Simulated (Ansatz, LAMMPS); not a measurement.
**Amorphous carbon (160 atoms): support functions against a reference**

Aim: test how closely localised support functions follow the reference on amorphous carbon (160 atoms), and at what cost. A setting counts as converged where the r.m.s. difference of forces stays under 1 % of the r.m.s. force.

Main program and level: Ansatz 0.2.0; Kohn-Sham DFT, PBE, PAW (set soft_2), plane waves.

### Step 1. The structure

The cell holds 160 atoms: 160 C. Its edges and angles: a = 12.112 Å, b = 12.112 Å, c = 12.112 Å, α = 90.0°, β = 90.0°, γ = 90.0°. 160 atoms (160 C) placed at random at 1.8 g/cm³, melted at 5500 K for 10 ps at fixed volume with the LCBOP (Los and Fasolino, Phys. Rev. B 68, 024107 (2003)). Quenched from 4800 K to 300 K at 500 K/ps and fixed volume, held 5 ps, then minimised at fixed cell.

Limits known from the start: The quench rate of 500 K/ps far exceeds what a furnace or splat quench reaches, so expect more defects and frozen-in strain than in a real sample. The network of bonds at the start is that of the classical potential that made the cell, and needn't be the one that DFT or experiment would give. Only the Γ point is sampled, in a cell whose shortest periodic width is 12 Å.

### Step 2. The classical run that made the cell

A classical potential makes the cell, at a small fraction of what the same run would cost in DFT.

This step: classical MD, LCBOP (Los and Fasolino, Phys. Rev. B 68, 024107 (2003)) (LAMMPS 22 Jul 2025 - Update 4).

Contents of in.lmp:

```
# melt-quench of C160
units metal
atom_style atomic
boundary p p p
region box block 0 12.1119 0 12.1119 0 12.1119
create_box 1 box
mass 1 12.0110   # C
create_atoms 1 random 160 197051 NULL overlap 1.61 maxtry 2000
pair_style lcbop
pair_coeff * * C.lcbop C
neigh_modify delay 0 every 1 check yes
thermo_style custom step time temp pe press density
thermo_modify norm yes
timestep 0.0005
thermo 100
min_style cg
minimize 1e-4 1e-4 200 2000
reset_timestep 0
velocity all create 5500 197052 mom yes dist gaussian
fix lim all nve/limit 0.05
fix lan all langevin 5500 5500 0.05 197053 zero yes
thermo 500
run 1000 post no
unfix lim
unfix lan
thermo 3333
fix md all nvt temp 5500 5500 0.05
run 20000 post no
unfix md
thermo 2000
fix md all nvt temp 5500 4800 0.05
run 6000 post no
unfix md
compute msd all msd com yes
# [... 11 lines left out ...]
thermo 5000
fix md all nvt temp 300 300 0.05
run 10000 post no
unfix md
thermo 100
min_style cg
minimize 0 1e-3 2000 20000
write_dump all custom glass.dump id type xs ys zs modify sort id
```

Run with:

```
$ lmp -in in.lmp -log none -nocite
```

The log of the run:

```text
LAMMPS (22 Jul 2025 - Update 4)
Created orthogonal box = (0 0 0) to (12.1119 12.1119 12.1119)
Created 160 atoms
   Step          Time           Temp          PotEng         Press         Density
         0   0              0             -1.889047      -218459.19      1.7960209
        99   0.0495         0             -5.6913693      64329.226      1.7960209
Loop time of 0.249157 s on 1 core for 99 steps with 160 atoms
Minimization stats:
  Stopping criterion = energy tolerance
  Energy initial, next-to-last, final =
      -1.8890470405135  -5.69084254983336  -5.69136926927587
  Force two-norm initial, final = 120.59632 3.0878661
[... 48 lines left out ...]
     60000   30             306.0643      -6.7979727     -167569.66      1.7960209
     65000   32.5           311.8165      -6.7964245     -170457.52      1.7960209
Loop time of 12.5895 s on 1 core for 10000 steps with 160 atoms
   Step          Time           Temp          PotEng         Press         Density
     65000   32.5           311.8165      -6.7964245     -170457.52      1.7960209
     65066   32.533         311.8165      -6.8315439     -171599.11      1.7960209
Loop time of 0.190362 s on 1 core for 66 steps with 160 atoms
Minimization stats:
  Stopping criterion = force tolerance
  Energy initial, next-to-last, final =
     -6.79642446697477  -6.83154388358145  -6.83154388365065
  Force two-norm initial, final = 20.375537 0.00090175316
  Iterations, force evaluations = 66 132
```

It took 2.1 min on 1 thread of Intel Xeon at 2.80GHz (Skylake/Cascade Lake), shared host; peak memory 0.32 GiB.

### Step 3. Plane-wave single point

This run is the reference for what follows, at a cutoff of 420 eV.

Contents of input.yaml:

```yaml
crystal:
  lattice:
    - [12.1119, 0.0, 0.0]
    - [0.0, 12.1119, 0.0]
    - [0.0, 0.0, 12.1119]
  atoms:
    - { symbol: C, position: [0.61177, 0.86914, 0.6133] }
    - { symbol: C, position: [0.8496, 0.64455, 0.81167] }
    - { symbol: C, position: [0.41882, 0.32582, 0.05432] }
    - { symbol: C, position: [0.19723, 0.29479, 0.35868] }
    - { symbol: C, position: [0.96433, 0.75014, 0.18581] }
    - { symbol: C, position: [0.7618, 0.0201, 0.56576] }
    - { symbol: C, position: [0.90358, 0.14777, 0.26663] }
    - { symbol: C, position: [0.50342, 0.43006, 0.69241] }
    - { symbol: C, position: [0.81637, 0.13932, 0.8458] }
    - { symbol: C, position: [0.03909, 0.31491, 0.2279] }
    - { symbol: C, position: [0.81831, 0.76126, 0.83161] }
    - { symbol: C, position: [0.83864, 0.94698, 0.27137] }
    - { symbol: C, position: [0.99901, 0.23547, 0.80308] }
    - { symbol: C, position: [0.22866, 0.97738, 0.49243] }
    - { symbol: C, position: [0.19315, 0.51022, 0.10537] }
    - { symbol: C, position: [0.60299, 0.14128, 0.21981] }
    - { symbol: C, position: [0.25424, 0.61947, 0.79389] }
    - { symbol: C, position: [0.2117, 0.31138, 0.84767] }
    - { symbol: C, position: [0.36484, 0.08479, 0.02975] }
    - { symbol: C, position: [0.31518, 0.01983, 0.82774] }
    - { symbol: C, position: [0.15968, 0.60818, 0.60358] }
    - { symbol: C, position: [0.08189, 0.33997, 0.33887] }
    - { symbol: C, position: [0.94173, 0.58147, 0.5549] }
    - { symbol: C, position: [0.07776, 0.76624, 0.3668] }
    - { symbol: C, position: [0.83704, 0.84694, 0.05158] }
    - { symbol: C, position: [0.93853, 0.33936, 0.75694] }
    - { symbol: C, position: [0.22693, 0.31638, 0.47675] }
    - { symbol: C, position: [0.55001, 0.98331, 0.01782] }
    - { symbol: C, position: [0.80209, 0.2073, 0.65685] }
    - { symbol: C, position: [0.44065, 0.99333, 0.06996] }
    - { symbol: C, position: [0.59212, 0.40243, 0.51221] }
    - { symbol: C, position: [0.37513, 0.21787, 0.39375] }
    [... 122 atom lines left out ...]
    - { symbol: C, position: [0.577, 0.45434, 0.02118] }
    - { symbol: C, position: [0.25336, 0.86153, 0.29903] }
    - { symbol: C, position: [0.12098, 0.23319, 0.79999] }
    - { symbol: C, position: [0.71403, 0.78472, 0.8996] }
    - { symbol: C, position: [0.50823, 0.83899, 0.67401] }
    - { symbol: C, position: [0.66726, 0.57089, 0.74098] }
kpoints:
  mp_grid: { grid: [1, 1, 1] }
hamiltonian:
  xc: pbe
scf:
  occupations: { method: gaussian, width: 0.025 }
output:
  forces: true
  stress: true
  populations: true
  dos:
    method: { smearing: { sigma: 0.15 } }
    de: 0.1
    projected: { site_lists: { C: [C] } }
  eigenvalues: true
  write_density: true
  write_potential: true
  volumetric_format: npy
```

Run with:

```
$ ansatz run input.yaml --threads 4 --pin off --max-ram 8192MiB --backend cpu --events-out ev --progress --plain --runs-dir out
```

The log of the run:

```text
Engine: ansatz 0.2.0, x86_64-unknown-linux-gnu
Pseudopotentials: kind: paw
Pseudopotential: C, paw, valence charge 4, recommended cutoff 420 eV (normal), C.paw.azcp
[... 5 lines on functional and potentials left out ...]
Crystal: 160 atoms, lattice volume = 1776.793 Å³
Basis set: ecut = 420 eV, 34697 PW (Γ), exchange–correlation on 162×162×162 points (8 copies of the dense FFT grid, shifted against one another)
Bands: 480, of which v1, the nominal top of the filled ones, is band 320 counted from 1 (319 counted from 0)
Symmetry: 1 space group operations
Space group: P1 (ITA 1), of the structure as read, at distance tolerance 1.2e-4 Å
k-points: 1
[... 3 lines on functional and potentials left out ...]
Initial density: superposition of atomic densities (neutral atoms: chi_scale 0, normalization atom), corrected by the library's trained network
Initial wavefunctions: pseudopotential atomic-orbital guess
Functional: x = pbe(κ = 0.804, μ = 0.219515), c = pbe(β = 0.066725)
SCF iter   1: F=—  HF=-39977.782406 eV  |F-HF|=—  |Δ(HF+E_count)|=         —  Δρ=1.42e-2  dr2=6.02e0  ethr=1.77e-3  ⟨swp⟩=6.0  Hψ=2109  notcnv=0  defer=91
preconditioner: auto → LDOS  [insulator: Δε(μ)=0.032 eV  Ē_g=13.063 eV  σ=0.025 eV  W_gap=0.64  n_scr=364 (ndim 8)  ℏωp=22.3 eV  f_vac=0.134  D(μ)=59.61/eV (n_scr^D=460)  ε∞_Penn≈3.9  β→1.0]
SCF iter   2: F=—  HF=-39977.270909 eV  |F-HF|=—  |Δ(HF+E_count)|=   5.11e-1  Δρ=7.58e-3  dr2=1.67e0  ethr=9.41e-4  ⟨swp⟩=3.0  Hψ=806  notcnv=0  defer=145
SCF iter   3: F=—  HF=-39977.114344 eV  |F-HF|=—  |Δ(HF+E_count)|=   1.57e-1  Δρ=3.94e-3  dr2=5.10e-1  ethr=2.61e-4  ⟨swp⟩=2.0  Hψ=540  notcnv=0  defer=145
SCF iter   4: F=—  HF=-39977.094281 eV  |F-HF|=—  |Δ(HF+E_count)|=   2.01e-2  Δρ=2.80e-3  dr2=2.65e-1  ethr=7.97e-5  ⟨swp⟩=2.0  Hψ=589  notcnv=0  defer=145
SCF iter   5: F=—  HF=-39977.085033 eV  |F-HF|=—  |Δ(HF+E_count)|=   9.25e-3  Δρ=1.65e-3  dr2=8.87e-2  ethr=4.15e-5  ⟨swp⟩=2.0  Hψ=400  notcnv=0  defer=145
SCF iter   6: F=—  HF=-39977.083551 eV  |F-HF|=—  |Δ(HF+E_count)|=   1.48e-3  Δρ=8.33e-4  dr2=2.06e-2  ethr=1.39e-5  ⟨swp⟩=2.0  Hψ=401  notcnv=0  defer=145
SCF iter   7: F=—  HF=-39977.082907 eV  |F-HF|=—  |Δ(HF+E_count)|=   6.44e-4  Δρ=4.05e-4  dr2=4.83e-3  ethr=3.22e-6  ⟨swp⟩=2.0  Hψ=608  notcnv=0  defer=145
SCF iter   8: F=—  HF=-39977.082759 eV  |F-HF|=—  |Δ(HF+E_count)|=   1.48e-4  Δρ=1.77e-4  dr2=8.44e-4  ethr=7.55e-7  ⟨swp⟩=2.0  Hψ=401  notcnv=0  defer=145
SCF iter   9: F=—  HF=-39977.082727 eV  |F-HF|=—  |Δ(HF+E_count)|=   3.20e-5  Δρ=9.13e-5  dr2=2.19e-4  ethr=1.32e-7  ⟨swp⟩=2.0  Hψ=504  notcnv=0  defer=145
SCF iter  10: F=—  HF=-39977.082755 eV  |F-HF|=—  |Δ(HF+E_count)|=   2.83e-5  Δρ=4.99e-5  dr2=6.63e-5  ethr=3.43e-8  ⟨swp⟩=2.0  Hψ=575  notcnv=0  defer=145
SCF iter  11: F=—  HF=-39977.086256 eV  |F-HF|=—  |Δ(HF+E_count)|=   3.50e-3  Δρ=2.83e-5  dr2=2.35e-5  ethr=1.04e-8  ⟨swp⟩=2.0  Hψ=769  notcnv=0  defer=145
SCF iter  12: F=—  HF=-39977.086255 eV  |F-HF|=—  |Δ(HF+E_count)|=   1.07e-6  Δρ=1.60e-5  dr2=7.76e-6  ethr=3.67e-9  ⟨swp⟩=2.0  Hψ=412  notcnv=0  defer=145
SCF iter  13: F=—  HF=-39977.086255 eV  |F-HF|=—  |Δ(HF+E_count)|=   2.25e-7  Δρ=1.00e-5  dr2=3.01e-6  ethr=1.21e-9  ⟨swp⟩=2.0  Hψ=571  notcnv=0  defer=145
SCF iter  14: F=—  HF=-39977.086255 eV  |F-HF|=—  |Δ(HF+E_count)|=   1.46e-7  Δρ=6.54e-6  dr2=1.35e-6  ethr=4.70e-10  ⟨swp⟩=2.0  Hψ=573  notcnv=0  defer=145
SCF iter  15: F=—  HF=-39977.086255 eV  |F-HF|=—  |Δ(HF+E_count)|=   7.82e-8  Δρ=3.83e-6  dr2=4.44e-7  ethr=2.12e-10  ⟨swp⟩=2.0  Hψ=574  notcnv=0  defer=145
SCF iter  16: F=—  HF=-39977.086255 eV  |F-HF|=—  |Δ(HF+E_count)|=   2.46e-8  Δρ=2.19e-6  dr2=1.38e-7  ethr=6.93e-11  ⟨swp⟩=2.0  Hψ=494  notcnv=0  defer=145
SCF iter  17: F=-39977.086255 eV  HF=-39977.086255 eV  |F-HF|=2.23e-8  |Δ(HF+E_count)|=   1.12e-8  Δρ=1.03e-6  dr2=2.98e-8  ethr=1.56e-11  ⟨swp⟩=31.0  Hψ=4273  notcnv=0
SCF 1 converged in 17 iterations: F = -39977.086255 eV  dr2 = 2.98e-8
  greatest PAW one-centre occupation: 0.690 electrons in one spin orbital (limit 2), on the C atom at site 94 (counted from 0), in its partial waves of l = 0
WARN: The input density's exchange-correlation potential varies sharply where the density is thin. Do not read a vacuum level from v_tot or v_xc, or from such a field of the output density. On a cell that repeats whose density bears no net charge and no dipole along the vacuum's axis use v_es (v_loc + v_h of the components); [...]
SCF converged after 17 iterations
Free energy (F): -39977.086255 eV
Harris-Foulkes:  -39977.086255 eV  (|F-HF|=2.23e-8)
Internal energy: -39977.065728 eV  (E = F + TS)
E sigma→0 (E₀):  -39977.075991 eV
Entropy (-TS):   -0.020527 eV (-0.128 meV/atom)
Fermi energy:    4.460542 eV
--- Per-component energies (eV) ---
  E_band       = -2480.412145
  E_kinetic    = 13959.208661
  E_local      = -34190.226830  (includes V_loc(G=0)·N_el)
  E_nonlocal   = 4275.859643
  E_hartree    = 11873.391423
  E_xc         = -7492.433122
  E_vxc        = -9263.550616  (∫ρ·V_xc dr)
  E_paw        = -15830.546225  (= ΣΔE_a)
  E_vpaw       = -1008.485250  (= ΣTr[D̂ρ^β])
  E_aug_tail   = 0.001092  (compensation charges beyond the density's cutoff)
  E_ewald      = -12572.320369
  E_smearing   = -0.020527  (= −TS)
  E_closure    = -0.000000  (closes the sum)
  Σ components = -39977.086255   (vs F -39977.086255, Δ=0.00e0)
--- Forces (eV/Å), atoms counted from 1 ---
  atom   1  C      0.36238394     1.10037025    -0.32841005
  atom   2  C      2.77929926    -1.08143953     1.02590859
  atom   3  C     -0.82613160     0.96862362    -1.50060073
  atom   4  C      0.21453302     1.11901825     1.92682305
  atom   5  C      0.81885942     0.59371592    -1.26214229
  atom   6  C     -0.48749457    -1.82818240     0.02813392
  atom   7  C     -1.31407681    -0.59464674     1.55362531
  atom   8  C     -1.42864958    -0.31625321    -0.68837603
  atom   9  C     -1.52784455     0.68002449     1.42321793
  atom  10  C     -0.56845759    -0.77664980     1.45898197
  atom  11  C     -0.25829968    -1.08906567     1.19507968
  atom  12  C      0.37547340    -2.57837216     1.56906433
  atom  13  C     -0.82263080    -2.26409885     0.66315972
  atom  14  C     -0.25452482    -2.44383145    -4.84138613
[...]
atom 159  C     -0.95187251    -0.71111726    -2.53792032
  atom 160  C     -0.09386267    -0.05008489    -2.09551456
  max |Σ_I F_I| component: 3.84e-5 eV/Å
--- Stress (GPa, compression-positive) ---
      -15.363557      -2.038402       0.952108
       -2.038402     -16.083827      -0.589854
        0.952108      -0.589854     -18.225074
  P = ⅓ Tr σ = -16.5575 GPa (-165.575 kbar)
--- Band table (eV) ---
  k-point 0: bands = ["-14.4806", "-14.2924", "-14.0550", "-13.9121", [... 464 levels ...], "12.9882", "13.0120", "13.0427", "13.0698", "13.0972", "13.1710", "13.1827", "13.1945", "13.2319", "13.2944", "13.3449", "13.3690"]
--- Löwdin populations: 160 sites ---
  site symbol       q [e]
     0      C      3.9945
     1      C      3.9183
     2      C      3.9919
[...]
159      C      3.9563
  spilling = 0.009309 (of n_electrons = 640.000000)
```

The job ended after 85 s (4 threads of AMD EPYC 7R43, shared host; peak memory 2.4 GiB; 5 min of CPU time).

In the SCF lines HF is the Harris–Foulkes energy and dr2 the Hartree energy of the density residual, in eV; the loop may stop once dr2 is under the threshold and the program's other checks hold. Hψ counts applications of the Hamiltonian.

The program notes that the exchange-correlation potential is rough where the density is thin.

Numbers from this run:

| Item | Value |
| --- | --- |
| free energy | -39977.0863 eV |
| free energy per atom | -249.8568 eV/atom |
| SCF cycles | 17 |
| pressure | -16.56 GPa |
| r.m.s. force component | 1.385 eV/Å |
| longest force | 5.877 eV/Å |
| Fermi energy | 4.461 eV |
| levels partly filled by over 2 per cent | 2 |
| spilling of the projection | 0.009309 |

The r.m.s. force component of 1.4 eV/Å and the pressure of -17 GPa set the scale for the differences below.

### Step 4. Support functions low

The cell is solved in localised support functions.

This step: Kohn-Sham DFT, PBE, PAW (set soft_2), localised support functions (low) (Ansatz 0.2.0).

input.yaml, the sections that differ from step 3:

```yaml
scf:
  occupations: { method: gaussian, width: 0.025 }
  eigensolver: { kind: { support_functions: { accuracy: low } } }
  max_iter: 150
output:
  forces: true
  eigenvalues: true
# crystal, kpoints, hamiltonian: as in step 3
```

The log of the run:

```text
Warning: scf.eigensolver.kind.support_functions: disabling space-group detection — the functions' gradient is summed over unrotated k-points, so no spatial operation reduces the k-mesh or symmetrises the density; time reversal is kept, so that k and −k are solved as one point where they differ and the mesh holds both, and exact exchange and, on two spinor components, a DFT+U term hold to it where the run has them: [...]
settings of this run that can trade accuracy for cost: scf.eigensolver.kind.support_functions; scf.eigensolver.kind.support_functions.accuracy: low [...]
[...]
Crystal: 160 atoms, lattice volume = 1776.793 Å³
Basis set: ecut = 420 eV, 34697 PW (Γ), exchange–correlation on 162×162×162 points (8 copies of the dense FFT grid, shifted against one another)
Bands: 384, of which v1, the nominal top of the filled ones, is band 320 counted from 1 (319 counted from 0)
Symmetry: 1 space group operations
k-points: 1
[...]
SCF iter   1: F=—  HF=-39979.158646 eV  |F-HF|=—  |Δ(HF+E_count)|=         —  Δρ=8.39e-2  dr2=1.53e2  ethr=1.00e-1
[...]
SCF iter  20: F=—  HF=-39977.642630 eV  |F-HF|=—  |Δ(HF+E_count)|=   4.39e-4  Δρ=4.43e-5  dr2=9.45e-5  ethr=1.82e-8  κ⁻¹=1.0e-2(r=7)
SCF iter  21: F=-39977.643011 eV  HF=-39977.643027 eV  |F-HF|=1.63e-5  |Δ(HF+E_count)|=   3.97e-4  Δρ=2.23e-5  dr2=2.87e-5  ethr=1.48e-8
SCF 1 converged in 21 iterations: F = -39977.654162 eV  dr2 = 2.87e-5
[...]
SCF converged after 21 iterations
Stability not checked: this state was not tested for a lower state beside it, because the mixer in use, unlike msr1, does not test its closes by its own steps (another_mixer; see scf.mixing.algorithm and scf.lower_state_search)
Free energy (F): -39977.654162 eV
[...]
Internal energy: -39977.633722 eV  (E = F + TS)
E sigma→0 (E₀):  -39977.643942 eV
Entropy (-TS):   -0.020440 eV (-0.128 meV/atom)
Fermi energy:    4.460043 eV
[...]
Σ components = -39977.654162   (vs F -39977.654162, Δ=0.00e0)
--- Forces (eV/Å), atoms counted from 1 ---
  atom   1  C      0.36270445     1.10093157    -0.32857929
  atom   2  C      2.77750544    -1.08094403     1.02535298
  atom   3  C     -0.82744528     0.96779771    -1.50026537
  atom   4  C      0.21307827     1.11948901     1.92681477
[...]
atom 160  C     -0.09272913    -0.04975783    -2.09490104
  max |Σ_I F_I| component: 1.01e-2 eV/Å
--- Band table (eV) ---
[...]
```

Elapsed: 4.1 min, on 4 threads; peak memory 3.5 GiB; 16 min of CPU time.

The program notes that the band table was not solved further than the SCF left it and it switched symmetry off.

Keys that differ from the reference: support_functions.accuracy = "low" and scf.max_iter = 150.

Forces differ from the reference by 1.0 meV/Å r.m.s., 0.074 % of their size, well within a tolerance of 1 %; the energy by -3.5 meV/atom. It took roughly 2.9 times the reference's time (one timing each, with unlike analyses asked), in 21 cycles against 17.

### Step 5. Support functions medium

The cell is solved in localised support functions.

This step: Kohn-Sham DFT, PBE, PAW (set soft_2), localised support functions (medium) (Ansatz 0.2.0).

input.yaml, the sections that differ from step 4:

```yaml
scf:
  occupations: { method: gaussian, width: 0.025 }
  eigensolver: { kind: { support_functions: { accuracy: medium } } }
  max_iter: 150
# crystal, kpoints, hamiltonian, output: as in step 4
```

The log of the run:

```text
[...]
Crystal: 160 atoms, lattice volume = 1776.793 Å³
Basis set: ecut = 420 eV, 34697 PW (Γ), exchange–correlation on 162×162×162 points (8 copies of the dense FFT grid, shifted against one another)
Bands: 384, of which v1, the nominal top of the filled ones, is band 320 counted from 1 (319 counted from 0)
Symmetry: 1 space group operations
k-points: 1
[...]
SCF iter   1: F=—  HF=-39979.154161 eV  |F-HF|=—  |Δ(HF+E_count)|=         —  Δρ=8.39e-2  dr2=1.53e2  ethr=1.00e-1
[...]
SCF iter  24: F=—  HF=-39977.643716 eV  |F-HF|=—  |Δ(HF+E_count)|=   3.46e-7  Δρ=1.13e-5  dr2=5.97e-6  ethr=8.53e-10  κ⁻¹=4.0e-3(r=7)
SCF iter  25: F=-39977.643715 eV  HF=-39977.643716 eV  |F-HF|=1.56e-6  |Δ(HF+E_count)|=   4.04e-7  Δρ=6.17e-6  dr2=2.67e-6  ethr=8.53e-10
SCF 1 converged in 25 iterations: F = -39977.654185 eV  dr2 = 2.67e-6
[...]
SCF converged after 25 iterations
[...]
Free energy (F): -39977.654185 eV
[...]
Internal energy: -39977.633702 eV  (E = F + TS)
E sigma→0 (E₀):  -39977.643943 eV
Entropy (-TS):   -0.020483 eV (-0.128 meV/atom)
Fermi energy:    4.460118 eV
[...]
Σ components = -39977.654185   (vs F -39977.654185, Δ=0.00e0)
--- Forces (eV/Å), atoms counted from 1 ---
  atom   1  C      0.36271155     1.10112343    -0.32868668
  atom   2  C      2.77760001    -1.08100746     1.02535411
  atom   3  C     -0.82772090     0.96764835    -1.50029299
  atom   4  C      0.21318319     1.11934994     1.92666726
[...]
atom 160  C     -0.09223356    -0.04984144    -2.09492145
  max |Σ_I F_I| component: 8.77e-3 eV/Å
--- Band table (eV) ---
[...]
```

It took 4.4 min on 4 threads; peak memory 3.5 GiB.

Keys that differ from the reference: support_functions.accuracy = "medium" and scf.max_iter = 150.

Forces differ from the reference by 1.0 meV/Å r.m.s., 0.072 % of their size, well within a tolerance of 1 %; the energy by -3.5 meV/atom. It took roughly 3.1 times the reference's time (one timing each, with unlike analyses asked), in 25 cycles against 17.

(Continued in part 2 of 3.)

[Long decimals in the printed logs are rounded to 6 places.]

[Logs are printed without paths, hosts, clocks, repeated set-up lines and the standing remarks that a program may print on its own settings, such as how far it seeks lower states.]

[Hosts, paths, dates, database ids (printed as entryN), source tags and the programs' standing remarks are cut or masked in the printed files.]
